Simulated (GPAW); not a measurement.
# Work function of Y2NS2 MXene monolayer at several levels, part 2 of 2

Aim: the work function of both faces of Y2NS2 MXene monolayer, and its spread over functionals and bases.

GPAW 26.7.0; GPAW, PAW setups; layer in a repeated cell with vacuum, relaxation of atoms and in-plane cell (the session's first sound run).

So far, upper work function (eV): step 3 (the slab's potential, PBE, GPAW) 7.21; step 5 (RPBE) 7.14; step 6 (revPBE) 7.13; step 7 (LDA) 7.39; step 8 (GPAW, PAW setups) 7.42.

## Step 9: Real-space grid: mode = "fd"

A real-space grid is a second complete basis, so it checks the plane-wave result.

The input, run.py:

```python
import json
import numpy as np
from ase import Atoms
from gpaw import GPAW

slab = Atoms(
    ['S', 'Y', 'N', 'Y', 'S'],
    positions=[
        [-0.00000, 2.12230, 8.00000],
        [1.83796, 1.06114, 9.58148],
        [0.00000, -0.00000, 10.98211],
        [-0.00000, 2.12230, 12.38273],
        [1.83796, 1.06114, 13.96421]],
    cell=[[3.67592, -0.0, 0.0], [-1.83796, 3.18344, 0.0], [0.0, 0.0, 21.9642]],
    pbc=[True, True, False])

slab.calc = GPAW(mode='fd', h=0.18, xc='PBE', kpts={'size': (9, 9, 1), 'gamma': True},
                 occupations={'name': 'fermi-dirac', 'width': 0.05}, nbands='160%',
                 convergence={'density': 1e-05}, maxiter=200,
                 poissonsolver={'dipolelayer': 'xy'},
                 symmetry={'tolerance': 1e-3}, txt='slab.txt')
result = {}
energy = slab.get_potential_energy()
fermi = slab.calc.get_fermi_level()
v = slab.calc.get_electrostatic_potential().mean((0, 1)) - fermi
n = slab.calc.get_pseudo_density().mean((0, 1))
L = slab.cell[2, 2]
z = np.arange(len(v)) * L / len(v)
low, high = slab.positions[:, 2].min(), slab.positions[:, 2].max()
below, above = np.interp([low - 5.8, high + 5.8], z, v)
slopes = [np.interp(x, z, np.gradient(v, z)) for x in (low - 5.8, high + 5.8)]
eps = np.array([[slab.calc.get_eigenvalues(k, s) for k in range(len(slab.calc.get_ibz_k_points()))]
                for s in range(slab.calc.get_number_of_spins())]) - fermi
top, bottom = eps[eps < 0].max(), eps[eps > 0].min()
dipole = slab.get_dipole_moment()[2]
print(f'energy {energy:.4f} eV, Fermi level {fermi:.4f} eV, dipole {dipole:.5f} e A')
print(f'potential 5.8 A off the faces, from the Fermi level: lower {below:.4f} eV, upper {above:.4f} eV')
print(f'slope of the potential there: lower {slopes[0]:.5f}, upper {slopes[1]:.5f} eV/A')
print(f'nearest levels on the mesh: {top:.4f} and {bottom:.4f} eV')
print('magnetic moment', round(slab.get_magnetic_moment(), 3))
result.update(energy=energy, fermi=fermi, dipole=dipole, below=below, above=above, slopes=slopes, edges=[top, bottom],
              z=z.tolist(), v=v.tolist(), n=n.tolist(), positions=slab.positions.tolist(),
              forces=slab.get_forces(apply_constraint=False).tolist(), moments=slab.get_magnetic_moments().tolist())
json.dump(result, open('result.json', 'w'))
```

Started as:

```console
OMP_NUM_THREADS=1 OPENBLAS_NUM_THREADS=1 python run.py
```

It took 83 s on 1 thread of AMD EPYC 7R13 (Zen 3), shared host; peak memory 0.52 GiB.

This step gave:

| Quantity | Value |
| --- | --- |
| dipole along the normal | 1.89e-4 e·Å |
| levels nearest the Fermi level on the mesh | -0.004661, 0.08252 eV from the Fermi level |
| upper work function | 7.205 eV |
| lower work function | 7.208 eV |

The electrostatic potential energy of an electron (without an applied field's), less the Fermi level, planar mean oscillates, so the rows of the table below give means over windows of 1.86 Å about each position, cut where the curve ends. Its maxima inside the range that stand out by 2 % of the span (Å: eV): 8.7: -2.95, 10.5: -2.31, 11.4: -2.31, 13.3: -2.96. Its minima: 8.1: -11.6, 9.6: -15.3, 11.0: -7.05, 12.4: -15.3, 13.9: -11.6.

The electrostatic potential energy of an electron (without an applied field's), less the Fermi level, planar mean by z; means over each step:

| z (Å) | electrostatic potential energy of an electron (without an applied field's), less the Fermi level, planar mean (eV) |
| --- | --- |
| 0.93 | 7.21 |
| 2.79 | 7.21 |
| 4.65 | 7.21 |
| 6.51 | 6.10 |
| 8.37 | -6.41 |
| 10.23 | -8.04 |
| 12.09 | -8.43 |
| 13.95 | -4.19 |
| 15.81 | 6.85 |
| 17.67 | 7.20 |
| 19.53 | 7.21 |
| 21.39 | 7.21 |

The upper face's work function is 7.205 eV, against 7.208 eV in the first plane-wave PBE run at this geometry.

## Step 10: Atomic orbitals: mode = "lcao"

Atom-centred orbitals end a few angstrom from the surface, which tests how much the density's tail matters.

Edit run.py of step 9 so:

```diff
@@ -16,4 +16,4 @@
 
-slab.calc = GPAW(mode='fd', h=0.18, xc='PBE', kpts={'size': (9, 9, 1), 'gamma': True},
-                 occupations={'name': 'fermi-dirac', 'width': 0.05}, nbands='160%',
+slab.calc = GPAW(mode='lcao', basis='dzp', h=0.18, xc='PBE', kpts={'size': (9, 9, 1), 'gamma': True},
+                 occupations={'name': 'fermi-dirac', 'width': 0.05}, nbands='120%',
                  convergence={'density': 1e-05}, maxiter=200,
```

Wall time 2.9 min (1 thread); peak memory 0.31 GiB.

This step gave:

- dipole along the normal: 1.88e-4 e·Å
- levels nearest the Fermi level on the mesh: -0.002324, 0.07509 eV from the Fermi level
- upper work function: 7.258 eV
- lower work function: 7.261 eV

The electrostatic potential energy of an electron (without an applied field's), less the Fermi level, planar mean oscillates, so the rows of the table below give means over windows of 1.86 Å about each position, cut where the curve ends. Its maxima inside the range that stand out by 2 % of the span (Å: eV): 8.7: -3.10, 10.5: -2.38, 11.4: -2.38, 13.3: -3.10. Its minima: 8.1: -11.6, 9.6: -15.4, 11.0: -7.14, 12.4: -15.4, 13.9: -11.6.

The electrostatic potential energy of an electron (without an applied field's), less the Fermi level, planar mean by z; means over each step:

| z (Å) | electrostatic potential energy of an electron (without an applied field's), less the Fermi level, planar mean (eV) |
| --- | --- |
| 0.93 | 7.26 |
| 2.79 | 7.26 |
| 4.65 | 7.26 |
| 6.51 | 6.16 |
| 8.37 | -6.49 |
| 10.23 | -8.11 |
| 12.09 | -8.51 |
| 13.95 | -4.24 |
| 15.81 | 6.91 |
| 17.67 | 7.26 |
| 19.53 | 7.26 |
| 21.39 | 7.26 |

The upper face's work function is 7.258 eV, against 7.208 eV in the first plane-wave PBE run at this geometry.

## Step 11: All levels side by side

Times are for 1 thread of AMD EPYC 7R13 (Zen 3), shared host. The runs compared:

| no. | run | upper work function (eV) | lower work function (eV) | time | memory (GiB) |
| --- | --- | --- | --- | --- | --- |
| 1 | pw | 7.208 | 7.211 | 27 s | 0.27 |
| 2 | vdW DF2 | 7.578 | 7.581 | 40 s | 0.51 |
| 3 | RPBE | 7.138 | 7.141 | 27 s | 0.27 |
| 4 | revPBE | 7.133 | 7.136 | 26 s | 0.27 |
| 5 | LDA | 7.389 | 7.392 | 24 s | 0.27 |
| 6 | optPBE vdW | 7.419 | 7.422 | 40 s | 0.51 |
| 7 | fd | 7.205 | 7.208 | 83 s | 0.52 |
| 8 | lcao | 7.258 | 7.261 | 2.9 min | 0.31 |

## Step 12: Side by side

Results and costs are gathered.

This step: comparison of work functions, dipole and cost (GPAW 26.7.0).

Ladder, by row:

| step | code | work function, upper (eV) | work function, lower (eV) | dipole (e Å) | wall time (s) | peak memory (GiB) | threads |
| --- | --- | --- | --- | --- | --- | --- | --- |
| pw | GPAW | 7.208 | 7.211 | 2.00e-4 | 26.75 | 0.27 | 1 |
| vdW-DF2 | GPAW | 7.578 | 7.581 | 2.00e-4 | 40.47 | 0.51 | 1 |
| RPBE | GPAW | 7.138 | 7.141 | 2.00e-4 | 26.63 | 0.27 | 1 |
| revPBE | GPAW | 7.133 | 7.136 | 2.00e-4 | 25.56 | 0.27 | 1 |
| LDA | GPAW | 7.389 | 7.392 | 2.00e-4 | 24.44 | 0.27 | 1 |
| optPBE-vdW | GPAW | 7.419 | 7.422 | 1.99e-4 | 39.65 | 0.51 | 1 |
| fd | GPAW | 7.205 | 7.208 | 1.89e-4 | 82.72 | 0.52 | 1 |
| lcao | GPAW | 7.258 | 7.261 | 1.88e-4 | 171.4 | 0.31 | 1 |

## Step 13: Results

```yaml
work_function_both_faces: 7.21 eV
dipole_along_the_normal: 2.0e-4 e Å
```

What this shows: With plane waves and PBE the work function is 7.21 eV on the upper face and 7.21 eV on the lower. Over the sound runs of the table the upper face's work function spans 7.133 (revPBE) to 7.578 eV (vdW-DF2). The starting lattice was a guess from atomic radii; the relaxation moved it by 8 %. The cell holds an odd number of electrons, so without spin polarisation it must come out metallic and without a moment, whatever its true state. The layer's cell and atoms come from the relaxation; spin-orbit coupling and temperature are left out.

[Logs are printed without paths, hosts, clocks, repeated set-up lines and the standing remarks that a program may print on its own settings, such as how far it seeks lower states.]

[Hosts, paths, dates, database ids (printed as entryN), source tags and the programs' standing remarks are cut or masked in the printed files.]
